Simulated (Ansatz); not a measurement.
# TiOs (Pm-3m): from the cell to its phonons, part 2 of 2

Task: relax TiOs (Pm-3m), then find its harmonic phonons.

Ansatz 0.2.0; DFT PBEsol, scalar-relativistic, plane waves, PAW; PAW set soft_1.

So far. Step 3 (Tight relaxation): The forces vanish by symmetry and the pressure is 0.000 GPa, within the tolerances set. The cell now holds 14.35 Å³/atom. Step 4 (Linear response at the zone centre): Before it was imposed, the acoustic sum rule was missed by 4.1e-5 eV/Å². Small misses are needed for a sound result but don't prove that mesh and cutoff are converged. The lowest optical mode is real, 234 cm⁻¹. The relaxed cell has a = 3.062 Å (conventional setting).

## Step 5: Phonons on a q mesh (continued)

Second derivatives of the energy by pair, one row for each kind of neighbour of each atom listed. Each entry sums the pair over the periodic images of the supercell that the q mesh stands for, and in a polar crystal it holds the long-range dipole part too. Force constants by pair, by row:

```
atom  neighbour  distance (Å)  third of the trace (eV/Å²)  along the pair's line (eV/Å²)
 Ti1     itself             0                        13.8                              –
 Ti1         Os         2.652                      -1.161                         -2.481
 Ti1         Ti         3.062                     -0.5138                          -2.81
 Ti1         Ti          4.33                     -0.1046                         -0.724
 Ti1         Os         5.077                       0.051                         0.1738
 Ti1         Ti         5.303                     -0.1463                        -0.4987
 Ti1         Ti         6.123                     -0.0356                         -0.169
 Ti1         Os         6.673                       0.005                         0.0288
 Ti1         Ti         6.846                     -0.0048                        -0.0093
 Os2     itself             0                       16.92                              –
 Os2         Ti         2.652                      -1.161                         -2.481
 Os2         Os         3.062                      -1.156                         -2.427
 Os2         Os          4.33                     -0.1038                        -0.3814
 Os2         Ti         5.077                       0.051                         0.1738
 Os2         Os         5.303                       -0.14                        -0.5135
 Os2         Os         6.123                      0.0528                        -0.3732
 Os2         Ti         6.673                       0.005                         0.0288
 Os2         Os         6.846                      0.0051                        -0.0066
```

Harmonic thermodynamic functions per atom, from the density of states. Interpolated from a 4×4×4 q mesh. Thermodynamic functions, by row:

```
T (K)  F_vib (meV/atom)  S (J/mol-atom/K)  C_V (J/mol-atom/K)
    0             39.54                 0                   0
   50             39.36              1.44               4.094
  100             37.25             7.057               12.63
  200             23.65             18.73               20.33
  300             -0.53              27.5               22.68
  400            -32.63             34.17               23.63
  500             -70.9              39.5               24.09
  600            -114.2             43.91               24.34
  700            -161.7             47.68                24.5
  800            -212.9             50.96                24.6
  900            -267.2             53.86               24.67
 1000            -324.4             56.46               24.72
```

Harmonic mean-square displacement, third of the trace. Interpolated from a 4×4×4 q mesh. Mean square displacements, by row:

```
T (K)  Ti1 U_eq (Å²)  Os2 U_eq (Å²)
    0        0.00138        6.40e-4
  100        0.00159        9.30e-4
  300          0.003        0.00227
  600        0.00559        0.00443
```

Symmetry leaves 10 wavevectors to solve. The lowest mode among them, the acoustic zeros apart, lies at q = (0, 0, 0.25) and is real, 82.2 cm⁻¹.

## Step 6: Another isotope

An isotope changes the mass and not the force constants, so no new electronic calculation is needed; the shifts show which modes move this element.

The same force constants with the mass of Ti changed from 47.867 to 49.945 u (phonopy, no LO-TO term). Both lists are sorted by frequency; levels can cross, so a row need not hold one and the same mode. Modes under 3 cm⁻¹ are left out. Isotope shifts, by row:

```
          q  rank  natural mass (cm⁻¹)  changed mass (cm⁻¹)
      0 0 0     4                233.8                229.9
      0 0 0     5                233.8                229.9
      0 0 0     6                233.8                229.9
   0 0 0.25     1                82.17                81.88
   0 0 0.25     2                82.17                81.88
   0 0 0.25     3                133.2                133.1
   0 0 0.25     4                  228                223.9
   0 0 0.25     5                  228                223.9
   0 0 0.25     6                333.9                327.3
   0 0 -0.5     1                139.8                139.8
   0 0 -0.5     2                139.8                139.8
   0 0 -0.5     3                177.1                177.1
   0 0 -0.5     4                205.1                200.8
   0 0 -0.5     5                205.1                200.8
   0 0 -0.5     6                400.6                392.2
0 0.25 0.25     1                108.8                108.6
0 0.25 0.25     2                112.7                112.4
0 0.25 0.25     3                159.5                159.4
0 0.25 0.25     4                222.7                218.5
0 0.25 0.25     5                277.6                272.4
0 0.25 0.25     6                321.7                315.1
```

A mode of this element alone would shift by -2.10 %. The highest zone-centre frequency without the field goes from 233.8 to 229.9 cm⁻¹ (-1.7 %). The product of the frequency ratios over all optical modes at Γ is 0.951; the product rule, (m/m′)^(3k/2) (M′/M)^(3/2) with k = 1 such atoms and M the mass of the cell, gives 0.951.

## Step 7: Summary of results

| Item | Value |
| --- | --- |
| space group after relaxation (within 0.01 Å) | Pm-3m |
| volume per atom | 14.4 Å³ |
| electronic character | no gap on this mesh |
| highest optical mode at the zone centre (no LO-TO term) | 234 cm⁻¹ |
| lowest optical zone-centre mode | 234 cm⁻¹ |
| lowest mode on the q mesh (acoustic modes at Γ apart) | 82.2 cm⁻¹ |
| highest frequency on the path or at a solved wavevector | 401 cm⁻¹ |
| zero-point energy per atom | 39.5 meV |
| heat capacity at 300 K | 22.7 J/(mol atoms K) |
| vibrational entropy at 300 K | 27.5 J/(mol atoms K) |
| Debye temperature (second moment) | 421 K |
| imaginary modes on the 4×4×4 q mesh | none |

**Reading.** The structure is a minimum as far as tested: no mode is imaginary at the 10 irreducible wavevectors of the 4×4×4 mesh, and the softest away from the acoustic zeros lies at 82 cm⁻¹. The optical modes at Γ form one degenerate level at 234 cm⁻¹. The highest mode in this list at Γ, 233.8 cm⁻¹, is mostly motion of Ti (80 % of the kinetic energy). On the path and the mesh, the widest gap between branches runs from 183 to 205 cm⁻¹. With no gap, or one that is small against the smearing, the frequencies hang on the k mesh and the smearing, most of all near Kohn anomalies. Spin-orbit coupling is left out, which can matter for the heavy elements here. The PAW files were made for PBE and serve the other functionals too. These are harmonic frequencies at zero temperature: anharmonic shifts, linewidths and thermal expansion are left out.

[Logs are printed without paths, hosts, clocks, repeated set-up lines and the standing remarks that a program may print on its own settings, such as how far it seeks lower states.]

[Hosts, paths, dates, database ids (printed as entryN), source tags and the programs' standing remarks are cut or masked in the printed files.]
